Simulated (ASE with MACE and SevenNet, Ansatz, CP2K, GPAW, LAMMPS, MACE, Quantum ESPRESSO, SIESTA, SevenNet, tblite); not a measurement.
**Glassy 70P2O5-10Al2O3-20CaO (mol %) (58 atoms) in machine-learned potentials**

Wanted: machine-learned potentials inputs and outputs for glassy 70P2O5-10Al2O3-20CaO (mol %) (58 atoms), checked against a plane-wave reference.

Main program and level: ASE with MACE and SevenNet; the method is named at each step.

## (1) Starting point

The cell holds 58 atoms: 14 P, 2 Al, 2 Ca and 40 O. Its edges and angles: a = 9.332 Å, b = 9.332 Å, c = 9.332 Å, α = 90.0°, β = 90.0°, γ = 90.0°. 58 atoms (14 P, 2 Al, 2 Ca, 40 O) placed at random at 2.49 g/cm³, melted at 4000 K for 10 ps at fixed volume with the Morse and Coulomb pair potential with partial charges (Pedone, Malavasi, Menziani, Cormack and Segre, J. Phys. Chem. B 110, 11780 (2006)). Quenched from 4000 K to 300 K at 5 K/ps and fixed volume, held 10 ps at zero pressure.

The yardstick, on the same geometry:

| Quantity | Value |
| --- | --- |
| method | Kohn-Sham DFT, PBE, SSSP efficiency 1.3.0 pseudopotentials, plane waves (Quantum ESPRESSO 7.5); sssp-pbe-1.3.0-efficiency, cutoffs 60/480 Ry, Γ point |
| r.m.s. force component | 1.709 eV/Å |
| longest force | 7.441 eV/Å |
| pressure | 2.23 GPa |
| gap (highest filled to lowest empty level) | 0.7053 eV |
| time | 2.3 min on 2 MPI ranks of Arm Neoverse V2, shared host |
| CPU time | 4.6 min |

## (2) MACE MP-0b2 small potential

Method: machine-learned interatomic potential MACE MP-0b2 small, trained on PBE(+U) plane-wave data.

run.py reads:

```python
import numpy as np
from ase.io import read
import mlip  # loads the published weights by name

atoms = read("structure.xyz")
atoms.calc = mlip.calc("mace-mp-0b2-small")
energy = atoms.get_potential_energy()
forces = atoms.get_forces()
print(f"energy {energy:.6f} eV")
print("forces (eV/A)")
for i, (a, f) in enumerate(zip(atoms, forces)):
    print(f"{i:4d} {a.symbol:2s} {f[0]:10.5f} {f[1]:10.5f} {f[2]:10.5f}")
stress = -atoms.get_stress(voigt=False) * 160.21766
print("stress (GPa, compression positive)")
for row in stress:
    print(" ".join(f"{x:10.4f}" for x in row))
```

structure.xyz reads:

```xyz
58
Lattice="9.33176 0.00000 0.00000 0.00000 9.33176 0.00000 0.00000 0.00000 9.33176" Properties=species:S:1:pos:R:3 pbc="T T T"
P 8.97099 5.21141 0.39641
P 2.28423 1.99214 0.95623
P 9.13038 2.51314 8.50917
P 4.82265 8.29789 4.67335
P 3.46768 5.52020 4.83926
P 1.68513 8.27914 1.51828
P 5.76451 4.24026 6.63889
P 6.69647 6.98660 1.44138
P 7.65578 8.74022 5.78886
P 5.85904 2.94660 2.65685
P 3.79532 6.03914 1.72722
P 1.77499 2.88967 3.90954
P 2.80466 0.94129 6.01759
P 5.04858 2.43932 9.07822
Al 8.17639 2.48299 4.99165
Al 7.18350 0.17954 8.82635
Ca 9.27745 6.33841 3.77106
Ca 0.94671 7.32823 7.20766
O 3.59301 1.93373 6.88647
O 8.33112 1.40798 9.04957
O 2.23654 6.13199 5.50900
O 0.33342 3.12334 4.16962
O 4.64106 8.43376 3.22095
O 5.78550 2.86840 1.09704
O 7.24863 7.05145 2.80559
O 1.94810 2.53525 2.36280
O 4.47980 4.61885 5.80594
O 3.57509 5.96094 3.23999
O 8.55256 3.77274 9.17835
O 7.51533 8.76066 7.32674
O 2.77695 7.20664 1.30813
O 0.49682 5.68715 8.60388
O 8.70998 7.64747 5.50378
O 0.41293 5.17353 1.68662
O 1.19167 2.37260 9.29079
O 7.70598 5.95357 0.65229
O 0.62541 8.10342 0.54283
O 8.17835 0.76156 5.34327
O 2.63706 4.11036 4.29625
O 5.38265 3.54887 8.06432
O 9.21661 2.65479 7.02066
O 4.41700 6.90466 5.14413
O 6.79436 8.31068 0.72573
O 6.69600 3.27601 5.95002
O 1.83098 0.28919 6.94554
O 5.83058 4.39153 2.96582
O 6.52383 5.49967 6.93686
O 3.67727 2.10702 0.34509
O 4.64666 2.19343 3.14611
O 2.20957 1.68980 4.81453
O 7.08066 2.35142 3.35355
O 3.89517 9.28407 5.44060
O 5.25611 6.40719 1.34415
O 2.20593 0.42021 1.21126
O 5.77356 1.19642 8.58494
O 3.42074 4.78197 1.00671
O 1.22321 8.16268 2.93027
O 6.23016 8.58093 5.20292
```

Started as:

```sh
OMP_NUM_THREADS=1 python run.py > output.txt
```

The log of the run:

```text
energy -405.872826 eV
forces (eV/A)
   0 P     4.55132   -0.33028   -0.05028
   1 P    -1.00448   -3.49824    0.67178
   2 P     0.09421    1.54908   -2.74254
   3 P    -2.30785   -0.50335   -2.75652
   4 P     0.00638    2.13929    0.54352
   5 P    -1.75811    0.01231    1.94412
   6 P     2.73751    2.43824   -0.34985
   7 P     2.23775    0.17535    0.86846
   8 P     2.24709    0.11517    1.50736
   9 P    -1.46515   -0.40288    2.84331
  10 P    -1.94859   -2.48487   -1.08466
  11 P     2.83981    0.91883    1.20396
  12 P     3.15669    1.39072    5.20218
  13 P     4.06509   -0.65510    0.01673
  14 Al   -2.47675    0.06350    0.32222
  15 Al   -0.99413   -1.09200    0.46139
  16 Ca    0.15511    0.34935   -1.18932
  17 Ca    0.27613    0.35784    0.41412
  18 O    -0.44637   -0.30800   -1.20770
  19 O    -0.10995   -1.48600    1.34920
  20 O    -0.61375   -0.57468    0.04835
  21 O    -1.76366    0.37421    0.17162
  22 O     0.52385    0.61116   -0.42998
  23 O     0.88623   -0.29766   -3.33389
[...]
50 O     2.34060   -0.63641    0.29014
  51 O    -0.43821    0.02637    0.34696
  52 O     0.27270    0.72530   -0.92472
  53 O     1.57005    2.51466   -0.42702
  54 O    -1.49841    0.26929    0.41444
  55 O     0.31849    0.91126    0.26664
  56 O     0.01865    0.05212    1.46689
  57 O     1.04699   -0.07678    0.42585
stress (GPa, compression positive)
    2.3378     1.2436    -0.5236
    1.2436     2.2199     0.6253
   -0.5236     0.6253    -0.7402
```

The job ended after 10 s (1 thread of Arm Neoverse V2, shared host; peak memory 0.71 GiB).

Banners, paths, timers and routine set-up lines are dropped from the logs unmarked, and long logs keep their key lines alone; longer cuts are marked.

Numbers from this run, and their distance from the reference:

| Item | Value |
| --- | --- |
| r.m.s. force component | 1.428 eV/Å |
| r.m.s. difference of force components | 429.2 meV/Å |
| longest difference of force vectors | 2852 meV/Å |
| force difference over r.m.s. force | 25.11 % |
| slope of forces against the reference's | 0.8175 |
| correlation of force components | 0.9785 |
| pressure | 1.272 GPa |
| pressure difference | -0.9575 GPa |

Length of the force difference by element (eV/Å):

```
element  atoms  mean  most
     Al      2  0.78   1.3
     Ca      2  0.15  0.18
      O     40  0.46   2.1
      P     14  0.92   2.9
```

Local excerpt of 9 atoms (numbers count through the whole input) about P13, which bears the longest force; x, y, z are measured from there.

```csv
atom,x,y,z,distance (Å),bonds,Fx,Fy,Fz (eV/Å)
P13,0.00,0.00,0.00,0.00,4,3.16,1.39,5.20
O45,-0.97,-0.65,0.93,1.49,2,-1.20,-1.86,-0.90
O19,0.79,0.99,0.87,1.54,1,-0.45,-0.31,-1.21
O50,-0.60,0.75,-1.20,1.54,2,-1.24,0.47,-2.90
O52,1.09,-0.99,-0.58,1.58,2,-0.44,0.03,0.35
P12,-1.03,1.95,-2.11,3.05,4,2.84,0.92,1.20
P4,2.02,-1.98,-1.34,3.13,4,-2.31,-0.50,-2.76
O41,-2.92,1.71,1.00,3.53,1,0.33,0.03,0.39
O39,-0.17,3.17,-1.72,3.61,2,-0.75,-1.95,-0.73
```

Atoms are counted from 1 here, from 0 in the log.

Forces lie 25 % from the reference's, at 0.019 times its CPU time (on 1 against 2 cores).

## (3) SevenNet 0 potential

Method: machine-learned interatomic potential SevenNet 0, trained on PBE(+U) plane-wave data.

run.py, as its differences from that of step 2:

```diff
@@ -5,3 +5,3 @@
 atoms = read("structure.xyz")
-atoms.calc = mlip.calc("mace-mp-0b2-small")
+atoms.calc = mlip.calc("7net-0")
 energy = atoms.get_potential_energy()
```

structure.xyz is that of step 2.

The log of the run:

```text
energy -404.548523 eV
forces (eV/A)
   0 P     4.79218   -0.09012    0.07602
   1 P    -1.12753   -3.74478    0.65288
   2 P    -0.14745    1.67609   -2.75739
   3 P    -2.74005   -0.70465   -3.30809
   4 P     0.51921    1.86192    0.78483
   5 P    -2.35415   -0.36911    1.92907
   6 P     3.21561    3.71285   -0.66468
   7 P     2.30652    0.00740    0.95523
   8 P     1.95449    0.16365    1.21343
   9 P    -2.08381    0.28533    3.95348
  10 P    -2.16358   -2.46237   -0.66844
  11 P     3.29212    1.29677    1.96159
  12 P     4.06793    1.76259    6.31278
  13 P     4.46878   -0.34184   -0.25910
  14 Al   -3.12944   -0.04609    0.00697
  15 Al   -1.06546   -1.12596    0.43032
  16 Ca    0.22015    0.29571   -1.19682
  17 Ca    0.45554    0.34570    0.48957
  18 O    -0.62056   -0.19859   -1.44572
  19 O    -0.07524   -1.49546    1.31468
  20 O    -0.60832   -0.57422   -0.01511
  21 O    -1.70367    0.42753    0.07753
  22 O     0.63787    0.62658   -0.23633
  23 O     0.64923   -0.52369   -4.18297
[...]
50 O     3.03665   -0.93817    0.51290
  51 O    -0.44339    0.05395    0.26224
  52 O     0.43583    0.78834   -1.07984
  53 O     1.72715    2.85193   -0.40409
  54 O    -1.33977    0.04023    0.46636
  55 O     0.25630    0.85776    0.12860
  56 O     0.11057    0.09388    1.46320
  57 O     1.38591   -0.01833    0.57620
stress (GPa, compression positive)
    2.2847     1.0163    -0.5943
    1.0163     2.1724     0.4835
   -0.5943     0.4835    -0.5527
```

Run time: 7.7 s. Hardware: 1 thread; peak memory 0.84 GiB.

Against the reference:

```yaml
r_m_s_force_component: 1.612 eV/Å
r_m_s_difference_of_force_components: 284 meV/Å
longest_difference_of_force_vectors: 1528 meV/Å
force_difference_over_r_m_s_force: 16.61 %
slope_of_forces_against_the_reference_s: 0.9309
correlation_of_force_components: 0.9871
pressure: 1.302 GPa
pressure_difference: -0.9285 GPa
```

Against the first run (25 %), the force difference from the reference is 17 %, at 1.1 times the CPU time.

## (4) SevenNet l3i5 potential

Method: machine-learned interatomic potential SevenNet l3i5, trained on PBE(+U) plane-wave data.

run.py, as its differences from that of step 3:

```diff
@@ -5,3 +5,3 @@
 atoms = read("structure.xyz")
-atoms.calc = mlip.calc("7net-0")
+atoms.calc = mlip.calc("7net-l3i5")
 energy = atoms.get_potential_energy()
```

structure.xyz is that of step 3.

The log of the run:

```text
energy -404.570251 eV
forces (eV/A)
   0 P     4.72387   -0.05547   -0.08782
   1 P    -0.71138   -3.66919    0.79207
   2 P     0.10607    1.85493   -2.62981
   3 P    -2.62464   -0.36897   -3.30027
   4 P     0.80957    1.64319    0.50765
   5 P    -2.26785   -0.26004    1.83637
   6 P     3.23453    3.40065   -0.69180
   7 P     2.26224   -0.13110    0.94294
   8 P     2.05426    0.27661    1.28806
   9 P    -1.74958    0.42496    4.18887
  10 P    -1.97796   -2.65262   -0.84704
  11 P     3.46492    0.96054    1.46203
  12 P     3.97287    2.08585    6.15589
  13 P     4.14758   -0.47802    0.23352
  14 Al   -3.25142    0.00293    0.04456
  15 Al   -1.24105   -1.05541    0.40787
  16 Ca    0.18807    0.29442   -1.22986
  17 Ca    0.44327    0.27645    0.58542
  18 O    -0.67242   -0.39388   -1.56993
  19 O    -0.10158   -1.53771    1.28522
  20 O    -0.71778   -0.52901   -0.03840
  21 O    -1.87298    0.35644    0.25652
  22 O     0.61846    0.62005   -0.28696
  23 O     0.73100   -0.46050   -4.24180
[...]
50 O     2.90582   -1.00140    0.41874
  51 O    -0.29907   -0.20608    0.27802
  52 O     0.33296    0.84024   -1.06860
  53 O     1.65639    2.81007   -0.37405
  54 O    -1.26171   -0.04710    0.30193
  55 O     0.27564    1.04824    0.14585
  56 O     0.05796    0.08777    1.51050
  57 O     1.27178   -0.05673    0.61488
stress (GPa, compression positive)
    2.2157     1.0887    -0.6099
    1.0887     2.3075     0.6541
   -0.6099     0.6541    -0.8862
```

Run time: 6.6 s. Hardware: 1 thread; peak memory 1.2 GiB.

Against the reference:

```yaml
r_m_s_force_component: 1.59 eV/Å
r_m_s_difference_of_force_components: 250.4 meV/Å
longest_difference_of_force_vectors: 1539 meV/Å
force_difference_over_r_m_s_force: 14.65 %
slope_of_forces_against_the_reference_s: 0.922
correlation_of_force_components: 0.9911
pressure: 1.212 GPa
pressure_difference: -1.018 GPa
```

Against the first run (25 %), the force difference from the reference is 15 %, at 1.3 times the CPU time.

## (5) The ladder

Differences are against the plane-wave reference, forces as r.m.s. over components; share is that over the reference's r.m.s. force, slope the least-squares factor from reference forces to these. Total energies of different programs have different zeros and aren't compared.

```csv
run,"Δ force, r.m.s. (meV/Å)",share (%),slope,Δ pressure (GPa),cores,CPU time,memory (GiB)
reference,-,-,-,-,2,4.6 min,2.2
MACE MP-0b2 small potential,429,25.1,0.818,-0.958,1,5.2 s,0.71
SevenNet 0 potential,284,16.6,0.931,-0.928,1,5.6 s,0.84
SevenNet l3i5 potential,250,14.6,0.922,-1.02,1,6.6 s,1.2
```

Times of the machine-learned potentials are mostly Python's start and the loading of weights.

CPU time is summed over cores on a shared host, where runs went side by side, so it is rough. Symmetry, cutoffs, thresholds, outputs and thread counts weren't matched or tuned between programs; memory under MPI is the largest rank's times the ranks.

## (6) Summary of results

```
nearest in forces : SevenNet l3i5 potential, 15 %
its CPU time      : 6.6 s
```

Machine-learned potentials differ by 15 % (SevenNet l3i5 potential) to 25 % (MACE MP-0b2 small potential); they were trained on other programs' data. Among those trained on PBE data the slope goes as low as 0.82, which softening far from their training structures can give, though the reference's k-sampling is untested too. The reference's pressure holds the uncorrected Pulay stress of its 60 Ry basis, so small pressure differences, and their order, may be the reference's own error. In our tests on small cells the SSSP efficiency potentials stood apart from two norm-conserving sets, for C–F bonds most and for P–O bonds less, so differences between them and other runs here needn't be the other run's error. Machine-learned potentials mimic data converged in k, so the reference's own k-point error enters their differences. The quench rate of 5 K/ps is many orders above laboratory rates, so the cell is likely richer in defects and strain than a real sample. The network of bonds at the start is that of the classical potential that made the cell, and needn't be the one that DFT or experiment would give. The reference's stress is far from hydrostatic: its diagonal is 3.1, 3.5, 0.1 GPa, compression counted positive. The electronic-structure runs sample only Γ, in a cell whose shortest periodic width is 9 Å.

[Also dropped from logs without a mark: logging warnings of Python, and SIESTA's first energy breakdown and zero terms.]

[Logs are printed without paths, hosts, clocks, repeated set-up lines and the standing remarks that a program may print on its own settings, such as how far it seeks lower states.]

[Hosts, paths, dates, database ids (printed as entryN), source tags and the programs' standing remarks are cut or masked in the printed files.]
